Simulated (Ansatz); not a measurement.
# Preparing K2NaCl3 (P-3m1) as a host crystal, part 3 of 3

Before any defect goes in: K2NaCl3 (P-3m1) at rest, and how it screens a charge.

Ansatz 0.2.0; plane-wave PAW DFT, PBEsol; relaxation of the host's cell and atoms (the session's first sound run).

So far, mean electronic dielectric tensor: step 3 (dielectric tensors of the host) 2.45.

## Step 7: Defect free supercell relaxed from displaced atoms

This step: plane-wave PAW DFT, PBEsol; relaxation of the defect-free supercell from random displacements, a test of the host's stability (Ansatz 0.2.0).

pristine.rattled/input.yaml reads:

```yaml
crystal:
  lattice:
    - [12.7542285612, 0.0, 0.0]
    - [-6.3771142806, 11.0454859397, 0.0]
    - [0.0, 0.0, 10.5135233324]
  atoms:
    - { symbol: K, position: [0.1111111111, 0.2222222222, 0.6777803937] }
    - { symbol: K, position: [0.2222222222, 0.1111111111, 0.3222196063] }
    - { symbol: Na, position: [0.0, 0.0, 0.0] }
    - { symbol: Cl, position: [0.1111111111, 0.2222222222, 0.1442666476] }
    - { symbol: Cl, position: [0.2222222222, 0.1111111111, 0.8557333524] }
    - { symbol: Cl, position: [0.0, 0.0, 0.5] }
    - { symbol: K, position: [0.1111111111, 0.5555555556, 0.6777803937] }
    - { symbol: K, position: [0.2222222222, 0.4444444444, 0.3222196063] }
    - { symbol: Na, position: [0.0, 0.3333333333, 0.0] }
    - { symbol: Cl, position: [0.1111111111, 0.5555555556, 0.1442666476] }
    - { symbol: Cl, position: [0.2222222222, 0.4444444444, 0.8557333524] }
    - { symbol: Cl, position: [0.0, 0.3333333333, 0.5] }
    - { symbol: K, position: [0.1111111111, 0.8888888889, 0.6777803937] }
    - { symbol: K, position: [0.2222222222, 0.7777777778, 0.3222196063] }
    - { symbol: Na, position: [0.0, 0.6666666667, 0.0] }
    - { symbol: Cl, position: [0.1111111111, 0.8888888889, 0.1442666476] }
    - { symbol: Cl, position: [0.2222222222, 0.7777777778, 0.8557333524] }
    - { symbol: Cl, position: [0.0, 0.6666666667, 0.5] }
    - { symbol: K, position: [0.4444444444, 0.2222222222, 0.6777803937] }
    - { symbol: K, position: [0.5555555556, 0.1111111111, 0.3222196063] }
    - { symbol: Na, position: [0.3333333333, 0.0, 0.0] }
    - { symbol: Cl, position: [0.4444444444, 0.2222222222, 0.1442666476] }
    - { symbol: Cl, position: [0.5555555556, 0.1111111111, 0.8557333524] }
    - { symbol: Cl, position: [0.3333333333, 0.0, 0.5] }
    - { symbol: K, position: [0.4444444444, 0.5555555556, 0.6777803937] }
    - { symbol: K, position: [0.5555555556, 0.4444444444, 0.3222196063] }
    - { symbol: Na, position: [0.3333333333, 0.3333333333, 0.0] }
    - { symbol: Cl, position: [0.4444444444, 0.5555555556, 0.1442666476] }
    - { symbol: Cl, position: [0.5555555556, 0.4444444444, 0.8557333524] }
    - { symbol: Cl, position: [0.3333333333, 0.3333333333, 0.5] }
    - { symbol: K, position: [0.4444444444, 0.8888888889, 0.6777803937] }
    - { symbol: K, position: [0.5555555556, 0.7777777778, 0.3222196063] }
    - { symbol: Na, position: [0.3333333333, 0.6666666667, 0.0] }
    - { symbol: Cl, position: [0.4444444444, 0.8888888889, 0.1442666476] }
    - { symbol: Cl, position: [0.5555555556, 0.7777777778, 0.8557333524] }
    - { symbol: Cl, position: [0.3333333333, 0.6666666667, 0.5] }
    - { symbol: K, position: [0.7777777778, 0.2222222222, 0.6777803937] }
    - { symbol: K, position: [0.8888888889, 0.1111111111, 0.3222196063] }
    - { symbol: Na, position: [0.6666666667, 0.0, 0.0] }
    - { symbol: Cl, position: [0.7777777778, 0.2222222222, 0.1442666476] }
    - { symbol: Cl, position: [0.8888888889, 0.1111111111, 0.8557333524] }
    - { symbol: Cl, position: [0.6666666667, 0.0, 0.5] }
    - { symbol: K, position: [0.7777777778, 0.5555555556, 0.6777803937] }
    - { symbol: K, position: [0.8888888889, 0.4444444444, 0.3222196063] }
    - { symbol: Na, position: [0.6666666667, 0.3333333333, 0.0] }
    - { symbol: Cl, position: [0.7777777778, 0.5555555556, 0.1442666476] }
    - { symbol: Cl, position: [0.8888888889, 0.4444444444, 0.8557333524] }
    - { symbol: Cl, position: [0.6666666667, 0.3333333333, 0.5] }
    - { symbol: K, position: [0.7777777778, 0.8888888889, 0.6777803937] }
    - { symbol: K, position: [0.8888888889, 0.7777777778, 0.3222196063] }
    - { symbol: Na, position: [0.6666666667, 0.6666666667, 0.0] }
    - { symbol: Cl, position: [0.7777777778, 0.8888888889, 0.1442666476] }
    - { symbol: Cl, position: [0.8888888889, 0.7777777778, 0.8557333524] }
    - { symbol: Cl, position: [0.6666666667, 0.6666666667, 0.5] }
basis:
  ecutwfc: 420
  xc_grid: 2
hamiltonian:
  xc: pbesol
kpoints:
  mp_grid: { grid: [1, 1, 1], shift: [0.25, 0.25, 0.25] }
scf:
  occupations: { method: fermi_dirac, width: 0.01 }
  max_iter: 80
output:
  forces: true
relax:
  f_tol: 0.01
  max_steps: 120
  random_displacement: { amplitude: 0.08, seed: 3769 }
checkpoint:
  write: "../pristine.rattled.run"
  compress: false
  write_wavefunctions: false
  write_every: 100000
```

Command:

```bash
ansatz run input.yaml --threads 4 --pin off --max-ram 7536MiB --backend cpu --events-out ev --progress --plain --runs-dir out
```

Numbers of over 12 decimals in the logs are rounded to 6 here.

The log of the run:

```text
[...]
Crystal: 54 atoms, lattice volume = 1481.110 Å³
Basis set: ecut = 420 eV, 28931 PW (Γ), exchange–correlation on 180×180×144 points (8 copies of the dense FFT grid, shifted against one another)
Bands: 270, of which v1, the nominal top of the filled ones, is band 216 counted from 1 (215 counted from 0)
Symmetry: 1 space group operations
k-points: 1
[...]
SCF iter   1: F=—  HF=-69314.938929 eV  |F-HF|=—  |Δ(HF+E_count)|=         —  Δρ=3.55e-3  dr2=2.67e-1  ethr=1.77e-3  ⟨swp⟩=7.0  Hψ=1122  notcnv=0  defer=28
[...]
SCF iter   6: F=-69314.816874 eV  HF=-69314.816875 eV  |F-HF|=6.42e-7  |Δ(HF+E_count)|=   2.63e-5  Δρ=1.15e-5  dr2=1.62e-6  ethr=5.79e-10  ⟨swp⟩=4.0  Hψ=787  notcnv=0
SCF 1 converged in 6 iterations: F = -69314.816874 eV  dr2 = 1.62e-6
[...]
relax step   1: F+E_penalty+E_count = -69314.81687408 eV  Δ(F+E_penalty+E_count) = +0.000e0 eV  max|allowed force component| = 2.595e-1 eV/Å  Δτ_max = 0.0000 Å  (6 SCF iters, dr2 threshold 2.50e-6 eV, accepted)
[...]
relax step   2: F+E_penalty+E_count = -69315.11374088 eV  Δ(F+E_penalty+E_count) = -2.969e-1 eV  max|allowed force component| = 1.160e-1 eV/Å  Δτ_max = 0.0935 Å  (6 SCF iters, dr2 threshold 4.21e-6 eV, accepted)
relax step   3: F+E_penalty+E_count = -69315.17524716 eV  Δ(F+E_penalty+E_count) = -6.151e-2 eV  max|allowed force component| = 8.247e-3 eV/Å  Δτ_max = 0.0823 Å  (6 SCF iters, dr2 threshold 8.40e-7 eV, accepted)
[...]
SCF iter   3: F=-69315.175247 eV  HF=-69315.175247 eV  |F-HF|=2.94e-9  |Δ(HF+E_count)|=   9.45e-8  Δρ=3.51e-7  dr2=2.28e-9  ethr=8.79e-12  ⟨swp⟩=1.0  Hψ=679  notcnv=0
SCF 4 converged in 3 iterations: F = -69315.175247 eV  dr2 = 2.28e-9
relax step   4: F+E_penalty+E_count = -69315.17524719 eV  Δ(F+E_penalty+E_count) = -3.072e-8 eV  max|allowed force component| = 8.223e-3 eV/Å  Δτ_max = 0.0000 Å  (3 SCF iters, accepted)
SCF converged after 3 iterations
Free energy (F): -69315.175247 eV
[...]
Internal energy: -69315.175247 eV  (E = F + TS)
E sigma→0 (E₀):  -69315.175247 eV
Fermi energy:    3.892614 eV
[...]
--- Forces (eV/Å), atoms counted from 1 ---
  atom   1  K      0.00113841     0.00026166    -0.00280633
  atom   2  K     -0.00189067     0.00046122    -0.00161019
  atom   3  Na     0.00640093     0.00092593    -0.00136736
  atom   4  Cl    -0.00233724    -0.00242967    -0.00143653
  atom   5  Cl    -0.00594009     0.00303301     0.00256878
  atom   6  Cl    -0.00226830     0.00307604     0.00220814
  atom   7  K      0.00263527    -0.00041515    -0.00126290
  atom   8  K      0.00266693     0.00051021     0.00321565
  atom   9  Na    -0.00560358    -0.00114810    -0.00190422
  atom  10  Cl    -0.00297167     0.00080439    -0.00559831
  atom  11  Cl     0.00036832     0.00167485     0.00442212
  atom  12  Cl    -0.00501211     0.00062310    -0.00229865
  atom  13  K      0.00132733     0.00036413    -0.00332805
  atom  14  K      0.00190375    -0.00073915     0.00364243
  atom  15  Na    -0.00383764    -0.00340066     0.00344727
  atom  16  Cl     0.00338527     0.00363264    -0.00555407
  atom  17  Cl     0.00023390     0.00256430     0.00444011
  atom  18  Cl    -0.00250087    -0.00039791     0.00264715
  atom  19  K     -0.00197540     0.00287115    -0.00672410
  atom  20  K     -0.00129877     0.00022075     0.00261995
  atom  21  Na    -0.00216427     0.00028224     0.00114925
  atom  22  Cl     0.00405432    -0.00462991    -0.00577338
  atom  23  Cl     0.00158095    -0.00270909     0.00273195
  atom  24  Cl    -0.00013949     0.00046931     0.00059315
  atom  25  K     -0.00174353     0.00385365    -0.00284964
  atom  26  K     -0.00286169     0.00006662     0.00537166
  atom  27  Na     0.00150523     0.00044763    -0.00049516
  atom  28  Cl    -0.00179516    -0.00164689    -0.00197918
  atom  29  Cl     0.00314109    -0.00252892     0.00659494
  atom  30  Cl     0.00202742     0.00022961    -0.00248242
  atom  31  K      0.00017013    -0.00134776    -0.00233198
  atom  32  K     -0.00108142    -0.00164543     0.00449340
  atom  33  Na     0.00382534    -0.00192767    -0.00087882
  atom  34  Cl     0.00322174    -0.00009060    -0.00394873
  atom  35  Cl    -0.00024669     0.00175402     0.00273581
  atom  36  Cl    -0.00131285    -0.00120155     0.00295496
  atom  37  K     -0.00246105    -0.00452554    -0.00750127
  atom  38  K     -0.00056382    -0.00119995     0.00416919
  atom  39  Na     0.00249245    -0.00427742     0.00075703
  atom  40  Cl    -0.00506146     0.00164867    -0.00663114
  atom  41  Cl    -0.00327175     0.00196605     0.00625492
  atom  42  Cl    -0.00097310     0.00383178    -0.00267149
  atom  43  K     -0.00222842     0.00121371    -0.00320438
  atom  44  K      0.00050813     0.00010734     0.00822274
  atom  45  Na     0.00258944    -0.00159646     0.00111099
  atom  46  Cl     0.00105649    -0.00020162    -0.00196313
  atom  47  Cl     0.00196186     0.00257124     0.00403620
  atom  48  Cl     0.00473457    -0.00016489     0.00034724
  atom  49  K     -0.00089963    -0.00107922    -0.00389198
  atom  50  K     -0.00128673    -0.00112140     0.00049360
  atom  51  Na     0.00602553     0.00734063    -0.00240765
  atom  52  Cl    -0.00100341     0.00033274    -0.00331228
  atom  53  Cl    -0.00114316    -0.00311708     0.00378812
  atom  54  Cl     0.00691610    -0.00359279     0.00119699
  max |Σ_I F_I| component: 3.81e-6 eV/Å
--- Relaxed structure (4 steps of the walk, 4 accepted, 0 SCFs on fresh bases) ---
  F+E_penalty+E_count = -69315.17524719 eV   max|allowed force component| = 8.223e-3 eV/Å
  atoms:
    - { symbol: K, position: [0.110572, 0.221921, 0.678013] }
    - { symbol: K, position: [0.221806, 0.111026, 0.322594] }
    - { symbol: Na, position: [-0.001041, -0.000226, 0.000291] }
    - { symbol: Cl, position: [0.110885, 0.222266, 0.144317] }
    - { symbol: Cl, position: [0.221778, 0.110767, 0.856084] }
    - { symbol: Cl, position: [-0.000549, -0.000330, 0.500073] }
    - { symbol: K, position: [0.110467, 0.555546, 0.677681] }
    - { symbol: K, position: [0.221743, 0.444466, 0.322391] }
    - { symbol: Na, position: [5.954144787934101e-6, 0.333450, 0.000240] }
    - { symbol: Cl, position: [0.110787, 0.555542, 0.144389] }
    - { symbol: Cl, position: [0.221474, 0.444320, 0.855766] }
    - { symbol: Cl, position: [-0.000300, 0.333252, 0.500192] }
    - { symbol: K, position: [0.110454, 0.888710, 0.677918] }
    - { symbol: K, position: [0.221543, 0.777852, 0.322242] }
    - { symbol: Na, position: [-0.000254, 0.666960, -0.000154] }
    - { symbol: Cl, position: [0.110236, 0.888679, 0.144479] }
    - { symbol: Cl, position: [0.221593, 0.777668, 0.855767] }
    - { symbol: Cl, position: [-0.000634, 0.666508, 0.499867] }
    - { symbol: K, position: [0.443894, 0.222061, 0.678138] }
    - { symbol: K, position: [0.555224, 0.111271, 0.322402] }
    - { symbol: Na, position: [0.332806, 7.632707103858923e-5, 0.000180] }
    - { symbol: Cl, position: [0.443972, 0.222569, 0.144556] }
    - { symbol: Cl, position: [0.555173, 0.111471, 0.856086] }
    - { symbol: Cl, position: [0.332870, -5.304457008197414e-5, 0.500179] }
    - { symbol: K, position: [0.443654, 0.555475, 0.677812] }
    - { symbol: K, position: [0.555073, 0.444646, 0.322337] }
    - { symbol: Na, position: [0.332629, 0.333264, 0.000140] }
    - { symbol: Cl, position: [0.443901, 0.555682, 0.144277] }
    - { symbol: Cl, position: [0.554743, 0.444572, 0.855646] }
    - { symbol: Cl, position: [0.332706, 0.333219, 0.500322] }
    - { symbol: K, position: [0.444043, 0.889054, 0.677961] }
    - { symbol: K, position: [0.555031, 0.778153, 0.322087] }
    - { symbol: Na, position: [0.332581, 0.666831, 0.000121] }
    - { symbol: Cl, position: [0.443710, 0.889152, 0.144275] }
    - { symbol: Cl, position: [0.554788, 0.777759, 0.856021] }
    - { symbol: Cl, position: [0.332862, 0.666898, 0.499882] }
    - { symbol: K, position: [0.777607, 0.222632, 0.678181] }
    - { symbol: K, position: [0.888580, 0.111069, 0.322363] }
    - { symbol: Na, position: [0.666162, 0.000386, 6.773570435953748e-5] }
    - { symbol: Cl, position: [0.777593, 0.222114, 0.144446] }
    - { symbol: Cl, position: [0.888482, 0.111108, 0.855852] }
    - { symbol: Cl, position: [0.666305, 0.000129, 0.500373] }
    - { symbol: K, position: [0.777171, 0.555668, 0.677847] }
    - { symbol: K, position: [0.888334, 0.444343, 0.321945] }
    - { symbol: Na, position: [0.666049, 0.333626, 9.998800297369995e-5] }
    - { symbol: Cl, position: [0.777135, 0.555510, 0.144141] }
    - { symbol: Cl, position: [0.888278, 0.444559, 0.855976] }
    - { symbol: Cl, position: [0.666047, 0.333465, 0.500134] }
    - { symbol: K, position: [0.777196, 0.888896, 0.678102] }
    - { symbol: K, position: [0.888118, 0.777630, 0.322360] }
    - { symbol: Na, position: [0.665342, 0.666164, 0.000206] }
    - { symbol: Cl, position: [0.777149, 0.888856, 0.144268] }
    - { symbol: Cl, position: [0.888299, 0.777861, 0.855894] }
    - { symbol: Cl, position: [0.665774, 0.666956, 0.500049] }
```

It took 40 s on 4 threads of AMD EPYC 7R32 (Zen 2), shared host; peak memory 2.3 GiB.

Step by step:

```tsv
step	energy less that of the first step (eV)	largest force component (eV/Å)
1	0.0000	0.2595
2	-0.2969	0.1160
3	-0.3584	0.0082
4	-0.3584	0.0082
```

The relaxation ends 6.6 meV an atom lower than the displaced start, with a largest force component of 0.0082 eV/Å.

## Step 8: What came out

| Property | Result |
| --- | --- |
| primitive cell vectors, lengths | 4.251, 4.251, 10.514 Å |
| electronic dielectric constant | principal values (2.45, 2.45, 2.46) |
| static dielectric constant | principal values (5.54, 5.79, 5.79) |
| gap on the k-mesh of the response run (PBEsol) | 4.99 eV |
| supercell relaxed in its symmetry less the displaced and relaxed one | 0.000 eV |
| energy an atom at one point at (¼, ¼, ¼) less that on the dense mesh | -0.001 eV |

**Reading.** Step 7: The energy fell by 0.358 eV from the randomly displaced start; against the sites as typed, Na51 ends farthest off, by 0.01 Å, once the mean shift is taken out. The displaced cell ends within 0.01 eV of the symmetric one relaxed in its symmetry, so no lower structure shows in this supercell. The k-mesh can miss the band edges, so this gap is an upper bound at this level. All at zero temperature.

[Logs are printed without paths, hosts, clocks, repeated set-up lines and the standing remarks that a program may print on its own settings, such as how far it seeks lower states.]

[Hosts, paths, dates, database ids (printed as entryN), source tags and the programs' standing remarks are cut or masked in the printed files.]

[Runs of the host that timed out are not shown.]

[For some hosts the program warned that the k-mesh of the response run may be too coarse for force constants and the static dielectric constant; such warnings are not always shown.]
